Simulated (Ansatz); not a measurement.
## Work function of Ni(110): what the settings cost and change

How far do cutoff, k-mesh and smearing move the work function of Ni(110)?

Method: plane-wave DFT, PBE, Ansatz PAW, in Ansatz 0.2.0.

**What experiment says.**

“Anisotropic work function of elemental crystals” (2019, arxiv:1902.07811) quotes from earlier work for Ni (clean (110) face, a compiled value): work function (clean (110) face, a compiled value) 4.55 eV.

Most raw output is cut from this account.

### Step 1. The starting structure

The cell holds 7 atoms: 7 Ni. Its edges and angles: a = 3.520 Å, b = 2.489 Å, c = 25.467 Å, α = 90.0°, β = 90.0°, γ = 90.0°. Vacuum lies along c.

### Step 2. Run, setting cutoff 200 eV

A work function rests on the faint tail of the density, so the SCF threshold is tight. The cutoff is raised first; then mesh and smearing are varied at the default cutoff.

input.yaml reads:

```yaml
crystal:
  lattice:
    - [3.52, 0.0, 0.0]
    - [0.0, 2.4890158698, 0.0]
    - [0.0, 0.0, 25.4670476093]
  atoms:
    - { symbol: Ni, position: [0.0, 0.0, 0.3533978551], spin: 0.7 }
    - { symbol: Ni, position: [0.5, 0.5, 0.4022652367], spin: 0.7 }
    - { symbol: Ni, position: [0.0, 0.0, 0.4511326184], spin: 0.7 }
    - { symbol: Ni, position: [0.5, 0.5, 0.5], spin: 0.7 }
    - { symbol: Ni, position: [0.0, 0.0, 0.5488673816], spin: 0.7 }
    - { symbol: Ni, position: [0.5, 0.5, 0.5977347633], spin: 0.7 }
    - { symbol: Ni, position: [0.0, 0.0, 0.6466021449], spin: 0.7 }
magnetization:
  spin_polarized: true
kpoints:
  mp_grid: { grid: [12, 16, 1] }
hamiltonian:
  xc: pbe
scf:
  occupations: { method: fermi_dirac, width: 0.1 }
  convergence: { dr2_threshold: 1.0e-09 }
efield:
  axis: 3
  dipole_correction: true
  ramp_position: 0.97
  ramp_width: 0.06
basis:
  ecutwfc: "200 eV"
output:
  write_potential: true
  write_density: true
  volumetric_format: npy
  elf: true
```

Command:

```sh
ansatz run input.yaml --threads 4 --pin off --max-ram 6144MiB --backend cpu --events-out ev --progress --plain --runs-dir out
```

It took 2.1 min on 4 threads of Arm Neoverse N1, shared host; peak memory 0.98 GiB; 7.3 min of CPU time.

Numbers from this step:

| Item | Value |
| --- | --- |
| energy at zero smearing | -40769.4131 eV |
| total moment | 3.896 μB |
| site moments | 0.6398, 0.5504, 0.5480, 0.5820, 0.5480, 0.5504, 0.6398 μB |
| work function, upper face | 5.310 eV |

Running mean over 1.245 Å of the planar mean; the ramp of the sawtooth is left out. Electron's electrostatic potential energy less the Fermi level against z:

z (Å), electron's electrostatic potential energy less the Fermi level (eV) and a bar from the least value:
```
     2.97       5.22 ##############################
     3.40       5.19 ##############################
     4.03       5.12 ##############################
     4.46       5.07 ##############################
     5.09       4.98 #############################
     5.52       4.90 #############################
     6.15       4.76 #############################
     6.58       4.61 #############################
     7.22       4.14 ############################
     7.64       3.26 ##########################
     8.28      -1.68 ###############
     8.70      -6.13 ######
     9.34      -8.79 #
     9.76      -8.97 
    10.40      -9.03 
    10.82      -9.05 
    11.46      -9.06 
    11.88      -9.05 
    12.52      -9.05 
    12.95      -9.05 
    13.58      -9.05 
    14.01      -9.06 
    14.64      -9.05 
    15.07      -9.03 
    15.70      -8.97 
    16.13      -8.79 #
    16.77      -6.13 ######
    17.19      -1.68 ###############
    17.83       3.26 ##########################
    18.25       4.14 ############################
    18.89       4.61 #############################
    19.31       4.76 #############################
    19.95       4.90 #############################
    20.37       4.98 #############################
    21.01       5.07 ##############################
    21.43       5.12 ##############################
    22.07       5.19 ##############################
    22.50       5.22 ##############################
```

Site moment by atom:

```csv
atom,site moment (μB)
Ni1,0.640
Ni2,0.550
Ni3,0.548
Ni4,0.582
Ni5,0.548
Ni6,0.550
Ni7,0.640
```

Spin density in the ca plane at fractional y = 0.000, with atoms of Ni within 0.2 Å of it.

Ten even steps from '0' (0.0 e/Å³) to '9' (1.9 e/Å³), each cell a mean:
```
00000000025100003400000430000153000000000000
00000000000000000000000000000000000000000000
00000000000000000000000000000000000000000000
00000000000000000000000000000000000000000000
00000000000000000000000000000000000000000000
00000000000000000000000000000000000000000000
00000000000000000000000000000000000000000000
00000000001000001100000110000011000000000000
00000000049200005810001761000295000000000000
```
Columns run along c (16.0 Å, from fractional 0.21 to 0.84 of the cell), rows up along a (3.5 Å). Atoms in or near the plane, at fractional coordinates: Ni at (0.35, 0.00), Ni at (0.45, 0.00), Ni at (0.55, 0.00), Ni at (0.65, 0.00).

ELF of down spins in the ca plane at fractional y = 0.000, with atoms of Ni within 0.2 Å of it. It is the smooth field of the valence electrons, not physical close to the nuclei.

Ten even steps from '0' (0.00) to '9' (0.66), each cell a mean:
```
00000000368532146742224774222576410000000000
00000000134324323322422332242333100000000000
00000000111345531134553113555311000000000000
00000000113542343344234334324531100000000000
00000000013432233332123333223431000000000000
00000000112554452245444225445521100000000000
00000000012235422223532222453221000000000000
00000000255423235532323553232455300000000000
00000001479631248952125985213698410000000000
```
Columns run along c (16.0 Å, from fractional 0.21 to 0.84 of the cell), rows up along a (3.5 Å). Atoms in or near the plane, at fractional coordinates: Ni at (0.35, 0.00), Ni at (0.45, 0.00), Ni at (0.55, 0.00), Ni at (0.65, 0.00).

Electrostatic potential energy in the ca plane at fractional y = 0.000, with atoms of Ni within 0.2 Å of it. With pseudopotentials it is smooth inside the atoms' cores, unlike the true potential.

Ten even steps from '0' (-58 eV) to '9' (8 eV), each cell a mean:
```
99999998510279840027983003897200489999999999
99999999854689975479997557998645899999999999
99999999999999999999999999999999999999999999
99999999999999999999999999999999999999999999
99999999999999999999999999999999999999999999
99999999999999999999999999999999999999999999
99999999987899987789998778999878899999999999
99999999631479962148985225898412699999999999
99999998400169830017972002896100389999999999
```
Columns run along c (16.0 Å, from fractional 0.21 to 0.84 of the cell; values clipped at the 3rd and 97th percentile), rows up along a (3.5 Å). Atoms in or near the plane, at fractional coordinates: Ni at (0.35, 0.00), Ni at (0.45, 0.00), Ni at (0.55, 0.00), Ni at (0.65, 0.00).

The work function is 5.310 eV. The program marks this work function as in doubt.

### Step 3. Slab

Changes to input.yaml since step 2:

```diff
@@ -28,3 +28,3 @@
 basis:
-  ecutwfc: "200 eV"
+  ecutwfc: "300 eV"
 output:
@@ -33,2 +33 @@
   volumetric_format: npy
-  elf: true
```

Run time: 3.2 min. Hardware: 4 threads; peak memory 1.5 GiB.

The work function is 4.536 eV, -0.774 eV from the run “cutoff 200 eV”, at 1.6 times its CPU time.

### Step 4. Slab

Changes to input.yaml since step 3:

```diff
@@ -28,3 +28,3 @@
 basis:
-  ecutwfc: "300 eV"
+  ecutwfc: "420 eV"
 output:
```

Run time: 4.9 min. Hardware: 4 threads; peak memory 2.3 GiB; 18 min of CPU time.

The work function is 4.534 eV, -0.776 eV from the run “cutoff 200 eV”, at 2.4 times its CPU time.

### Step 5. Run

Changes to input.yaml since step 4:

```diff
@@ -28,3 +28,3 @@
 basis:
-  ecutwfc: "420 eV"
+  ecutwfc: "600 eV"
 output:
```

It took 7.5 min on 4 threads; peak memory 3.6 GiB.

The work function is 4.534 eV, -0.000 eV from the run “cutoff 420 eV”, at 1.6 times its CPU time.

### Step 6. Slab

Changes to input.yaml since step 5:

```diff
@@ -16,3 +16,3 @@
 kpoints:
-  mp_grid: { grid: [12, 16, 1] }
+  mp_grid: { grid: [2, 3, 1] }
 hamiltonian:
@@ -27,4 +27,2 @@
   ramp_width: 0.06
-basis:
-  ecutwfc: "600 eV"
 output:
```

It took 17 s on 4 threads; peak memory 0.68 GiB; 64 s of CPU time.

The work function is 4.561 eV, +0.027 eV from the run “cutoff 420 eV”, at 0.061 times its CPU time.

### Step 7. Slab

Changes to input.yaml since step 6:

```diff
@@ -16,3 +16,3 @@
 kpoints:
-  mp_grid: { grid: [2, 3, 1] }
+  mp_grid: { grid: [4, 5, 1] }
 hamiltonian:
```

The job ended after 39 s (4 threads; peak memory 0.8 GiB).

The work function is 4.525 eV, -0.009 eV from the run “cutoff 420 eV”, at 0.14 times its CPU time.

### Step 8. Slab

Changes to input.yaml since step 7:

```diff
@@ -16,3 +16,3 @@
 kpoints:
-  mp_grid: { grid: [4, 5, 1] }
+  mp_grid: { grid: [8, 11, 1] }
 hamiltonian:
```

It took 2.7 min on 4 threads; peak memory 1.4 GiB.

The work function is 4.535 eV, +0.000 eV from the run “cutoff 420 eV”, at 0.59 times its CPU time.

### Step 9. Slab

Changes to input.yaml since step 8:

```diff
@@ -16,3 +16,3 @@
 kpoints:
-  mp_grid: { grid: [8, 11, 1] }
+  mp_grid: { grid: [18, 24, 1] }
 hamiltonian:
```

It took 10 min on 4 threads; peak memory 4.1 GiB; 36 min of CPU time.

The work function is 4.533 eV, -0.001 eV from the run “cutoff 420 eV”, at 2.1 times its CPU time.

### Step 10. Slab

Changes to input.yaml since step 9:

```diff
@@ -16,3 +16,3 @@
 kpoints:
-  mp_grid: { grid: [18, 24, 1] }
+  mp_grid: { grid: [12, 16, 1] }
 hamiltonian:
@@ -20,3 +20,3 @@
 scf:
-  occupations: { method: fermi_dirac, width: 0.1 }
+  occupations: { method: gaussian, width: 0.05 }
   convergence: { dr2_threshold: 1.0e-09 }
```

Run time: 7.2 min. Hardware: 4 threads; peak memory 2.3 GiB; 17 min of CPU time.

The work function is 4.547 eV, +0.013 eV from the run “cutoff 420 eV”, at 0.99 times its CPU time.

### Step 11. Run

Changes to input.yaml since step 10:

```diff
@@ -20,3 +20,3 @@
 scf:
-  occupations: { method: gaussian, width: 0.05 }
+  occupations: { method: methfessel_paxton, width: 0.2 }
   convergence: { dr2_threshold: 1.0e-09 }
```

Elapsed: 8.4 min, on 4 threads; peak memory 2.3 GiB; 29 min of CPU time.

The work function is 4.547 eV, +0.012 eV from the run “cutoff 420 eV”, at 1.7 times its CPU time.

### Step 12. Run

Changes to input.yaml since step 11:

```diff
@@ -20,3 +20,3 @@
 scf:
-  occupations: { method: methfessel_paxton, width: 0.2 }
+  occupations: { method: fermi_dirac, width: 0.3 }
   convergence: { dr2_threshold: 1.0e-09 }
```

Run time: 17 min. Hardware: 4 threads; peak memory 2.5 GiB; 59 min of CPU time.

The work function is 4.558 eV, +0.023 eV from the run “cutoff 420 eV”, at 3.4 times its CPU time.

### Step 13. Slab

Changes to input.yaml since step 12:

```diff
@@ -20,3 +20,3 @@
 scf:
-  occupations: { method: fermi_dirac, width: 0.3 }
+  occupations: { method: cold, width: 0.1 }
   convergence: { dr2_threshold: 1.0e-09 }
```

The job ended after 5.1 min (4 threads; peak memory 2.3 GiB; 20 min of CPU time).

The work function is 4.548 eV, +0.014 eV from the run “cutoff 420 eV”, at 1.1 times its CPU time.

### Step 14. Comparing the runs

Times are for 4 threads of Arm Neoverse N1, shared host. The runs compared:

```csv
no.,setting,"work function, upper face (eV)",time,memory (GiB)
1,cutoff 200 eV,5.310,2.1 min,0.98
2,cutoff 300 eV,4.536,3.2 min,1.5
3,cutoff 420 eV,4.534,4.9 min,2.3
4,cutoff 600 eV,4.534,7.5 min,3.6
5,mesh 2x3,4.561,17 s,0.68
6,mesh 4x5,4.525,39 s,0.8
7,mesh 8x11,4.535,2.7 min,1.4
8,mesh 18x24,4.533,10 min,4.1
9,Gaussian smearing 0.05 eV,4.547,7.2 min,2.3
10,methfessel_paxton smearing 0.2 eV,4.547,8.4 min,2.3
11,fermi_dirac smearing 0.3 eV,4.558,17 min,2.5
12,cold smearing 0.1 eV,4.548,5.1 min,2.3
```

### Step 15. Varying the input

An input spoilt on purpose, to show how the run answers: it repeats the earlier run “cutoff 200 eV” with scf.mixing to algorithm: broyden, beta: 1.0, ndim: 1, preconditioner: none, and scf.max_iter set to 60; its output block differs too.

Changes to input.yaml since step 13:

```diff
@@ -20,4 +20,6 @@
 scf:
-  occupations: { method: cold, width: 0.1 }
+  occupations: { method: fermi_dirac, width: 0.1 }
   convergence: { dr2_threshold: 1.0e-09 }
+  mixing: { algorithm: broyden, beta: 1.0, ndim: 1, preconditioner: none }
+  max_iter: 60
 efield:
@@ -27,2 +29,4 @@
   ramp_width: 0.06
+basis:
+  ecutwfc: "200 eV"
 output:
```

Elapsed: 10 min, on 4 threads; peak memory 0.97 GiB.

Residual by cycle:

cycle, log10 residual and a bar from the least value:
```
        1        1.9 
        2        2.9 ########
        3        2.4 ####
        4        3.7 ###############
        5        2.2 ##
        6        3.3 ###########
        7        4.2 ##################
        8        5.5 #############################
        9        5.6 ##############################
       10        5.5 ##############################
       11        5.5 #############################
       12        5.6 ##############################
```

The run was cut off at its time limit.

After 12 cycles the residual stands at 3.8e5.

The fault put into the input: mixing far too strong.

### Step 16. What came out

| Property | Result |
| --- | --- |
| work function, cutoff 200 eV | 5.310 eV |
| work function, cutoff 420 eV | 4.534 eV |
| work function, cutoff 600 eV | 4.534 eV |
| work function, mesh 4x5 | 4.525 eV |

In words: The run at the highest cutoff gives 4.53 eV, and the settings tried spread the value from 4.53 to 5.31 eV. Against 600 eV, a cutoff of 200 eV is off by +0.776 eV. Against 600 eV, a cutoff of 420 eV is off by +0.000 eV. Against the finest mesh, 18 points along a, the coarser ones are off by +0.03 (2), -0.01 (4) and +0.00 (8) eV. The smearing schemes and widths spread it over 0.02 eV. In the run “fermi_dirac smearing 0.3 eV” the moment is gone, so that value belongs to another state. The program marks the value as in doubt in “cutoff 200 eV”. The ladder's slabs use the tabulated experimental lattice constant (two decimals; a low-temperature value for the alkali metals). The magnetic order is the one reached from the typed start; other orders were not compared. In 1 run of the series (cutoff 200 eV) the program warns that electrons reach the sawtooth's ramp, which makes dipole and work function less sure.

Computed beside measured:

```
                                               quantity  measured    cutoff 600 eV
work function (clean (110) face, a compiled value) (eV)      4.55  4.53 (-0.02 eV)
```

Measured values from arxiv:1902.07811 (2019).

**Verdict.** The work function is off by -0.02 eV: good agreement. The grades are ours: good and fair within 3 and 7 % for the work function. No cell relaxation is part of this session.

[Logs are printed without paths, hosts, clocks, repeated set-up lines and the standing remarks that a program may print on its own settings, such as how far it seeks lower states.]

[Hosts, paths, dates, database ids (printed as entryN), source tags and the programs' standing remarks are cut or masked in the printed files.]

[Maps of the electrostatic potential energy from Ansatz leave out the sawtooth potential of an applied field or a dipole correction, so their vacuum need not be flat; planar profiles and work functions include it.]
